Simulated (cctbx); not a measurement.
# Resonant diffraction in Ba3Cu

Space group Cmmm (no. 65), a = 3.9510 Å, b = 7.1940 Å, c = 12.6320 Å, α = 90.00°, β = 90.00°, γ = 90.00°.

```
atom  mult.    x  y       z  Ueq (Å²)
 Ba1      4  1/2  0  0.2419    0.0131
 Ba2      2    0  0     1/2    0.0105
 Cu1      2    0  0       0    0.0200
```

This is a model crystal, built by substitution and not relaxed, with assumed displacement parameters.

Calculated with cctbx: free-atom f′ and f″ from the Sasaki tables, no fine structure; amplitudes in electrons.

```csv
E (eV),F 0 2 0,F 1 1 4,F 1 1 0,F 1 1 2
8379,327.1,41.4,49.1,313.8
8729,326.4,43.0,50.8,313.0
8859,325.2,44.3,52.2,311.8
8919,324.0,45.6,53.6,310.6
8949,322.6,46.9,54.9,309.2
8964,321.3,48.2,56.3,307.9
8971,320.0,49.4,57.5,306.7
8975,318.7,50.6,58.8,305.4
8983,319.2,50.0,58.2,305.9
8987,320.8,48.4,56.6,307.4
8994,322.2,47.1,55.2,308.8
9009,323.7,45.6,53.7,310.3
9039,325.2,44.2,52.2,311.9
9129,327.3,42.3,50.3,313.9
9379,329.7,40.3,48.2,316.3
```

**Question.** Which edge is crossed, and why do the reflections move as they do?

The K edge of Cu. The edge is at 8979 eV. f′ of Cu falls from -4.0 e at 8859 eV to -7.5 e at 4 eV below it, and f″ steps from 0.48 to 3.90 e across it. Over that approach |F| changes by -2 % (0 2 0), +14 % (1 1 4), +13 % (1 1 0) and -2 % (1 1 2): a reflection falls where Cu scatters in phase with the total and rises where it scatters against it; it hardly moves where the Cu term is small or cancels by symmetry. Above the edge the larger f″ enters the imaginary part, where it can add to or cancel the other atoms' f″. The structure is centrosymmetric, so Friedel mates stay equal.

[Logs are printed without paths, hosts, clocks, repeated set-up lines and the standing remarks that a program may print on its own settings, such as how far it seeks lower states.]
